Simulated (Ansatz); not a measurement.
## Phonons of YGeB in the AlB2 type

Question: is the lattice of YGeB in the AlB2 type stable, and if so, what are its coupling constant and resistivity?

Program: Ansatz 0.2.0. Level of theory: DFT PBE, scalar-relativistic, plane waves, PAW; PAW set soft_1. Results are calculated unless marked as measured.

Most raw output is cut from this account.

The structure was built from a prototype and need not be the compound's stable phase.

### 1. Set-up

It takes space group P-6m2 (No. 187, hexagonal). Conventional cell: a = 4.100 Å, b = 4.100 Å, c = 4.305 Å, α = 90.00°, β = 90.00°, γ = 120.00°. Nearest to Y lie 6 B at 3.20 Å and 6 Ge at 3.20 Å. Nearest to B lie 3 Ge at 2.37 Å and 6 Y at 3.20 Å. Nearest to Ge lie 3 B at 2.37 Å and 6 Y at 3.20 Å. Farther neighbours are not listed.

### 2. Rough relaxation

Large forces or a large pressure at the start call for a first relaxation with loose thresholds.

input.yaml

```yaml
crystal:
  lattice:
    - [4.10016, 0.0, 0.0]
    - [-2.05008, 3.55085, 0.0]
    - [0.0, 0.0, 4.30517]
  atoms:
    - { symbol: "Y", position: [0.0, 0.0, 0.0] }
    - { symbol: B, position: [0.33333333, 0.66666667, 0.5] }
    - { symbol: Ge, position: [0.66666667, 0.33333333, 0.5] }
kpoints:
  mp_grid: { grid: [6, 6, 6] }
hamiltonian:
  xc: pbe
  pseudopotentials: { kind: paw, azcp: { folder: soft_1 } }
scf:
  occupations: { method: gaussian, width: 0.1 }
output:
  forces: true
  stress: true
  eigenvalues: true
relax:
  adjacent_minimum: "off"
  f_tol: 0.05
  max_steps: 80
  cell: { stress_tol: 0.5 }
```

The run is started by

```console
$ ansatz run input.yaml --threads 4 --pin off --max-ram 12288MiB --backend cpu --events-out ev --progress --plain --runs-dir out
```

Elapsed: 6.8 s, on 4 threads of Arm Neoverse V1, shared host; peak memory 0.4 GiB.

The steps of the relaxation:

| step | energy less that of the first step (eV) | largest force component (eV/Å) | pressure (GPa) | volume (Å³) |
| --- | --- | --- | --- | --- |
| 1 | 0.0000 | 0.0000 | -16.81 | 62.68 |
| 2 | -0.7803 | 0.0000 | -12.01 | 54.42 |
| 3 | -1.1404 | 0.0000 | -2.00 | 48.26 |
| 4 | -1.1488 | 0.0000 | 2.38 | 47.04 |
| 5 | -1.1613 | 0.0000 | 0.08 | 47.71 |
| 6* | -1.1595 | 0.0000 | 0.06 | 47.71 |

Relaxation steps marked * repeat the geometry before them on a plane-wave basis chosen anew for their cell, so energy and pressure can jump there.

The run keeps the 12 symmetry operations that it works with, so distortions that break them were not tested.

| conventional cell, symmetrised | before | after | change |
| --- | --- | --- | --- |
| a (Å) | 4.100 | 3.640 | -11.2 % |
| b (Å) | 4.100 | 3.640 | -11.2 % |
| c (Å) | 4.305 | 4.158 | -3.4 % |
| volume (Å³/atom) | 20.89 | 15.90 | -23.9 % |

The relaxed structure:

```cif
data_structure
_symmetry_space_group_name_H-M 'P 1'
_symmetry_Int_Tables_number 1
_cell_length_a 3.6399
_cell_length_b 3.6399
_cell_length_c 4.1580
_cell_angle_alpha 90.000
_cell_angle_beta 90.000
_cell_angle_gamma 120.000
_cell_volume 47.71
loop_
_atom_site_label
_atom_site_type_symbol
_atom_site_fract_x
_atom_site_fract_y
_atom_site_fract_z
_atom_site_occupancy
Y1 Y 0.00000 0.00000 0.00000 1
B2 B 0.33333 0.66667 0.50000 1
Ge3 Ge 0.66667 0.33333 0.50000 1
```

This step gave:

```yaml
pressure: 0.05878 GPa
volume_per_atom: 15.90 Å³/atom
metallic_on_mesh: yes
gap_on_the_k_mesh: 0 eV
```

The largest force is now zero by symmetry and the largest stress component 0.15 GPa.

### 3. Relaxation

The structure is brought to rest under this functional.

input.yaml, the sections that differ from step 2:

```yaml
crystal:
  lattice:
    - [3.6398745061, 0.0, 0.0]
    - [-1.8199372531, 3.1522237889, 0.0]
    - [0.0, 0.0, 4.1580020215]
  atoms:
    - { symbol: "Y", position: [0.0, 0.0, 0.0] }
    - { symbol: B, position: [0.3333333333, 0.6666666667, 0.5] }
    - { symbol: Ge, position: [0.6666666667, 0.3333333333, 0.5] }
kpoints:
  mp_grid: { grid: [9, 9, 8] }
relax:
  adjacent_minimum: "off"
  f_tol: 0.005
  max_steps: 80
  cell: { stress_tol: 0.05 }
# hamiltonian, scf, output: as in step 2
```

Elapsed: 8.8 s, on 4 threads; peak memory 0.42 GiB; 33 s of CPU time.

Step by step:

| step | energy less that of the first step (eV) | largest force component (eV/Å) | pressure (GPa) | volume (Å³) |
| --- | --- | --- | --- | --- |
| 1 | 0.0000 | 0.0000 | 0.19 | 47.71 |
| 2 | -0.0002 | 0.0000 | 0.17 | 47.68 |
| 3 | -0.0002 | 0.0000 | -0.05 | 47.76 |
| 4 | -0.0003 | 0.0000 | 0.00 | 47.74 |
| 5 | -0.0003 | 0.0000 | 0.00 | 47.74 |

The log counts 1 steps on a newly chosen plane-wave basis, not all of them marked here; energy and pressure can jump at such steps.

| conventional cell, symmetrised | before | after | change |
| --- | --- | --- | --- |
| a (Å) | 3.640 | 3.646 | +0.2 % |
| b (Å) | 3.640 | 3.646 | +0.2 % |
| c (Å) | 4.158 | 4.147 | -0.3 % |
| volume (Å³/atom) | 15.90 | 15.91 | +0.1 % |

The relaxed structure:

```xyz
3
Lattice="3.6459 0.0000 0.0000 -1.8230 3.1575 0.0000 0.0000 0.0000 4.1474" Properties=species:S:1:pos:R:3 pbc="T T T"
Y     0.0000    0.0000    0.0000
B     0.0000    2.1050    2.0737
Ge    1.8230    1.0525    2.0737
```

This step gave:

```yaml
pressure: 2.62e-4 GPa
volume_per_atom: 15.91 Å³/atom
```

The largest force is now zero by symmetry and the largest stress component 0.0016 GPa.

### 4. Relaxing tightly for phonons

No force is left; the cell is relaxed once more with another smearing and tight thresholds.

input.yaml, the sections that differ from step 3:

```yaml
crystal:
  lattice:
    - [3.6459172548, 0.0, 0.0]
    - [-1.8229586274, 3.1574569627, 0.0]
    - [0.0, 0.0, 4.1474239252]
  atoms:
    - { symbol: "Y", position: [0.0, 0.0, 0.0] }
    - { symbol: B, position: [0.3333333333, 0.6666666667, 0.5] }
    - { symbol: Ge, position: [0.6666666667, 0.3333333333, 0.5] }
kpoints:
  mp_grid: { grid: [9, 9, 6] }
scf:
  occupations: { method: methfessel_paxton, width: 0.2 }
relax:
  adjacent_minimum: "off"
  f_tol: 0.001
  max_steps: 60
  cell: { stress_tol: 0.01 }
# hamiltonian, output: as in step 3
```

Elapsed: 6 s, on 4 threads; peak memory 0.41 GiB; 22 s of CPU time.

Little changed from the start: no atom moved by 0.005 Å and no cell edge by 0.1 %.

This step gave:

```
pressure : -0.002883 GPa
```

The largest force is now zero by symmetry and the largest stress component 0.0082 GPa, small enough for phonons.

### 5. Phonons: q 2×2×2, k 6×6×4

Before any scattering is computed, the phonons show whether the structure is a minimum.

input.yaml

```yaml
crystal:
  lattice:
    - [3.6450578265, 0.0, 0.0]
    - [-1.8225289133, 3.156712676, 0.0]
    - [0.0, 0.0, 4.148147443]
  atoms:
    - { symbol: "Y", position: [0.0, 0.0, 0.0] }
    - { symbol: B, position: [0.3333333333, 0.6666666667, 0.5] }
    - { symbol: Ge, position: [0.6666666667, 0.3333333333, 0.5] }
kpoints:
  mp_grid: { grid: [6, 6, 4] }
hamiltonian:
  xc: pbe
  pseudopotentials: { kind: paw, azcp: { folder: soft_1 } }
scf:
  occupations: { method: methfessel_paxton, width: 0.2 }
output:
  eigenvalues: true
phonons:
  method: dfpt
  qmesh: [2, 2, 2]
  temperatures: { t_max: 1000, t_step: 50 }
  qpath:
    path:
      - [[0.0, 0.0, 0.0], [0.5, 0.0, 0.0], [0.33333333, 0.33333333, 0.0], [0.0, 0.0, 0.0], [0.0, 0.0, 0.5], [0.5, 0.0, 0.5], [0.33333333, 0.33333333, 0.5], [0.0, 0.0, 0.5]]
      - [[0.5, 0.0, 0.5], [0.5, 0.0, 0.0]]
      - [[0.33333333, 0.33333333, 0.5], [0.33333333, 0.33333333, 0.0]]
    npoints: 10
```

Elapsed: 34 s, on 4 threads; peak memory 0.48 GiB; 2.1 min of CPU time.

This step gave:

```
share of imaginary modes in the plain interpolation between solved wavevectors : 0.0098
highest frequency, solved or plainly interpolated                              : 600.5 cm⁻¹
```

Solved on the 2×2×2 mesh alone; all other wavevectors are interpolated. Phonon branches along the path, in cm⁻¹:

| point | branch 1 | branch 2 | branch 3 | branch 4 | branch 5 | branch 6 | branch 7 | branch 8 | branch 9 |
| --- | --- | --- | --- | --- | --- | --- | --- | --- | --- |
| Γ | -154 | 0 | 0 | 0 | 199 | 199 | 228 | 583 | 583 |
| halfway | -56 | 93 | 103 | 148 | 191 | 219 | 223 | 571 | 588 |
| M | 114 | 116 | 179 | 182 | 190 | 193 | 267 | 558 | 593 |
| halfway | 128 | 137 | 176 | 181 | 191 | 202 | 263 | 562 | 588 |
| K | 145 | 156 | 170 | 176 | 192 | 210 | 259 | 566 | 582 |
| halfway | 42 | 113 | 118 | 152 | 196 | 215 | 229 | 570 | 587 |
| Γ | -154 | 0 | 0 | 0 | 199 | 199 | 228 | 583 | 583 |
| halfway | 27 | 78 | 78 | 105 | 184 | 184 | 221 | 592 | 592 |
| A | 142 | 142 | 143 | 143 | 144 | 164 | 212 | 600 | 600 |
| halfway | 126 | 148 | 153 | 157 | 191 | 217 | 239 | 589 | 590 |
| L | 128 | 151 | 163 | 172 | 206 | 271 | 273 | 572 | 578 |
| halfway | 126 | 136 | 165 | 206 | 209 | 264 | 276 | 567 | 579 |
| H | 125 | 130 | 167 | 211 | 240 | 249 | 280 | 563 | 578 |
| halfway | 125 | 138 | 156 | 178 | 197 | 225 | 247 | 584 | 588 |
| A | 142 | 142 | 143 | 143 | 144 | 164 | 212 | 600 | 600 |
| jump to L | 128 | 151 | 163 | 172 | 206 | 271 | 273 | 572 | 578 |
| halfway | 124 | 136 | 168 | 188 | 195 | 231 | 270 | 568 | 583 |
| M | 114 | 116 | 179 | 182 | 190 | 193 | 267 | 558 | 593 |
| jump to H | 125 | 130 | 167 | 211 | 240 | 249 | 280 | 563 | 578 |
| halfway | 131 | 150 | 160 | 195 | 229 | 240 | 255 | 564 | 580 |
| K | 145 | 156 | 170 | 176 | 192 | 210 | 259 | 566 | 582 |

Among the solved wavevectors the lowest mode, translations apart, is -154 cm⁻¹, imaginary.

### 6. Phonons: q 3×3×2, k 9×9×6

An imaginary mode on so few k-points may come from the sampling, so the phonons are repeated with another q and k mesh.

input.yaml: that of step 5 with these lines changed.

```diff
@@ -10,3 +10,3 @@
 kpoints:
-  mp_grid: { grid: [6, 6, 4] }
+  mp_grid: { grid: [9, 9, 6] }
 hamiltonian:
@@ -20,3 +20,3 @@
   method: dfpt
-  qmesh: [2, 2, 2]
+  qmesh: [3, 3, 2]
   temperatures: { t_max: 1000, t_step: 50 }
```

The job ended after 2.5 min (4 threads; peak memory 0.74 GiB; 9.9 min of CPU time).

Numbers from this step:

* share of imaginary modes in the plain interpolation between solved wavevectors: 0.0044
* highest frequency, solved or plainly interpolated: 613.3 cm⁻¹

Solved on the 3×3×2 mesh alone; all other wavevectors are interpolated. Phonon branches along the path, in cm⁻¹:

| point | branch 1 | branch 2 | branch 3 | branch 4 | branch 5 | branch 6 | branch 7 | branch 8 | branch 9 |
| --- | --- | --- | --- | --- | --- | --- | --- | --- | --- |
| Γ | -117 | 0 | 0 | 0 | 197 | 197 | 240 | 586 | 586 |
| halfway | 62 | 91 | 114 | 145 | 196 | 219 | 231 | 579 | 593 |
| M | 117 | 126 | 177 | 191 | 200 | 212 | 267 | 571 | 597 |
| halfway | 133 | 143 | 175 | 188 | 206 | 211 | 264 | 560 | 607 |
| K | 152 | 162 | 173 | 182 | 208 | 210 | 262 | 552 | 613 |
| halfway | 86 | 109 | 130 | 151 | 200 | 225 | 228 | 575 | 597 |
| Γ | -117 | 0 | 0 | 0 | 197 | 197 | 240 | 586 | 586 |
| halfway | 79 | 79 | 80 | 106 | 183 | 183 | 227 | 588 | 588 |
| A | 142 | 142 | 144 | 144 | 153 | 154 | 218 | 590 | 590 |
| halfway | 122 | 141 | 154 | 162 | 193 | 221 | 231 | 587 | 588 |
| L | 120 | 151 | 166 | 171 | 211 | 261 | 272 | 576 | 582 |
| halfway | 121 | 137 | 166 | 205 | 214 | 265 | 273 | 546 | 602 |
| H | 122 | 134 | 168 | 216 | 241 | 247 | 285 | 529 | 608 |
| halfway | 120 | 133 | 157 | 182 | 199 | 227 | 238 | 574 | 597 |
| A | 142 | 142 | 144 | 144 | 153 | 154 | 218 | 590 | 590 |
| jump to L | 120 | 151 | 166 | 171 | 211 | 261 | 272 | 576 | 582 |
| halfway | 118 | 140 | 171 | 191 | 199 | 235 | 271 | 576 | 587 |
| M | 117 | 126 | 177 | 191 | 200 | 212 | 267 | 571 | 597 |
| jump to H | 122 | 134 | 168 | 216 | 241 | 247 | 285 | 529 | 608 |
| halfway | 132 | 154 | 163 | 200 | 230 | 247 | 258 | 541 | 611 |
| K | 152 | 162 | 173 | 182 | 208 | 210 | 262 | 552 | 613 |

The modes has structure finer than the step of the table below, so its rows give means over 20 cm⁻¹, whole bins alone (the curve runs from -127 to 641 cm⁻¹). Peaks (cm⁻¹: height): B 225.6: 0.0176, 593.0: 0.0475; Ge 119.3: 0.0210, 201.5: 0.0272, 259.5: 0.0213, 588.2: 0.00391; Y 119.3: 0.0229, 162.8: 0.0346.

Phonopy on the run's constants, 17x17x13 mesh, Gaussian sigma 5.5 cm⁻¹. Modes against wavenumber; means over each step; values in 1/cm⁻¹/cell:

| wavenumber (cm⁻¹) | B | Ge | Y |
| --- | --- | --- | --- |
| -100 | 2.5e-4 | 8.0e-5 | 0 |
| -80 | 2.6e-4 | 1.2e-4 | 0 |
| -60 | 2.9e-4 | 1.8e-4 | 3.6e-6 |
| -40 | 2.2e-4 | 1.7e-4 | 1.2e-5 |
| -20 | 1.4e-4 | 1.3e-4 | 2.0e-5 |
| 0 | 2.2e-5 | 3.7e-5 | 2.3e-5 |
| 20 | 8.2e-5 | 1.9e-4 | 1.5e-4 |
| 40 | 3.4e-4 | 8.8e-4 | 6.5e-4 |
| 60 | 5.1e-4 | 0.00168 | 0.00154 |
| 80 | 8.7e-4 | 0.00353 | 0.00327 |
| 100 | 0.00155 | 0.00817 | 0.00822 |
| 120 | 0.00248 | 0.0177 | 0.0200 |
| 140 | 0.00335 | 0.0127 | 0.0258 |
| 160 | 0.00341 | 0.00825 | 0.0325 |
| 180 | 0.00294 | 0.0150 | 0.0216 |
| 200 | 0.00421 | 0.0255 | 0.0188 |
| 220 | 0.0144 | 0.0166 | 0.00933 |
| 240 | 0.0120 | 0.0126 | 0.00493 |
| 260 | 0.00699 | 0.0177 | 0.00279 |
| 280 | 0.00196 | 0.00258 | 4.5e-4 |
| 300 | 4.2e-5 | 8.3e-7 | 1.7e-6 |
| 320 | 0 | 0 | 0 |
| 340 | 0 | 0 | 0 |
| 360 | 0 | 0 | 0 |
| 380 | 0 | 0 | 0 |
| 400 | 0 | 0 | 0 |
| 420 | 0 | 0 | 0 |
| 440 | 0 | 0 | 0 |
| 460 | 0 | 0 | 0 |
| 480 | 0 | 0 | 0 |
| 500 | 0 | 0 | 0 |
| 520 | 2.9e-4 | 1.2e-6 | 0 |
| 540 | 0.00512 | 8.6e-5 | 0 |
| 560 | 0.0167 | 8.0e-4 | 0 |
| 580 | 0.0333 | 0.00285 | 0 |
| 600 | 0.0344 | 0.00235 | 0 |
| 620 | 0.00383 | 2.3e-4 | 0 |

No LO-TO term; unit eigenvectors of the mass-weighted matrix. The modes at Γ (shares of kinetic energy by element, %) (negative means imaginary):

| mode | frequency (cm⁻¹) | symmetry | Y % | B % | Ge % |
| --- | --- | --- | --- | --- | --- |
| 1 | -117.3 | A2'' | 1 | 80 | 20 |
| 2 | 0.0 | unnamed | 52 | 6 | 42 |
| 3 | 0.0 | unnamed | 52 | 6 | 42 |
| 4 | 0.0 | unnamed | 52 | 6 | 42 |
| 5 | 196.6 | E' | 48 | 5 | 46 |
| 6 | 196.6 | E' | 48 | 5 | 46 |
| 7 | 240.1 | A2'' | 48 | 14 | 38 |
| 8 | 586.4 | E' | 0 | 88 | 11 |
| 9 | 586.4 | E' | 0 | 88 | 11 |

Displacements in mode 1 (-117.3 cm⁻¹), the largest set to 1:
```
Y1   0.00  0.00  0.03
B2   0.00  0.00  1.00
Ge3  0.00  0.00 -0.19
```

Displacements in mode 8 (586.4 cm⁻¹), the largest set to 1:
```
Y1  -0.01 -0.01  0.00
B2   1.00  0.85  0.00
Ge3 -0.14 -0.12  0.00
```

Among the solved wavevectors the lowest mode, translations apart, is -117 cm⁻¹, imaginary.

### 7. Resistivity: q 3×3×2, k 9×9×6, scattering 12×12×8

Phonons, couplings and the Boltzmann equation in one run.

input.yaml: that of step 6 with these lines changed.

```diff
@@ -28 +28,4 @@
     npoints: 10
+  electrical_resistivity:
+    mesh: [12, 12, 8]
+    temperatures: [20.0, 50.0, 77.0, 100.0, 150.0, 200.0, 300.0, 400.0, 600.0, 800.0]
```

Wall time 3.1 min (4 threads); peak memory 0.74 GiB.

The run ended with an error.

The program's message: “electrical resistivity: the mode of lowest frequency at the wavevector [0.0000, 0.0000, 0.0000] is imaginary, -117.25 cm⁻¹ (written negative): the force constants describe an unstable lattice; relax t …”

The run stops because a mode is imaginary on the scattering mesh, where no scattering rate is defined; denser k meshes, other smearings and, between solved wavevectors, finer q meshes show whether the instability is real.

### 8. What came out

```json
{"phonon run of the rows without a label of their own": "PBE, q 3×3×2, k 9×9×6", "softest mode on the q mesh": "-117 cm⁻¹ at q = (0, 0, 0)", "highest frequency, solved or plainly interpolated": "613 cm⁻¹"}
```

In words: The lattice is dynamically unstable at this level: a mode at q = (0, 0, 0) is imaginary, 117i cm⁻¹, so no harmonic coupling constant or resistivity is defined for this structure. These meshes are coarse, and single modes of a metal can move by tens of cm⁻¹ with the k mesh. The phonon runs are not spin-polarised. The structure was built by hand as an ordered model, and its stability against other phases was not tested.

[Logs are printed without paths, hosts, clocks, repeated set-up lines and the standing remarks that a program may print on its own settings, such as how far it seeks lower states.]

[Hosts, paths, dates, database ids (printed as entryN), source tags and the programs' standing remarks are cut or masked in the printed files.]
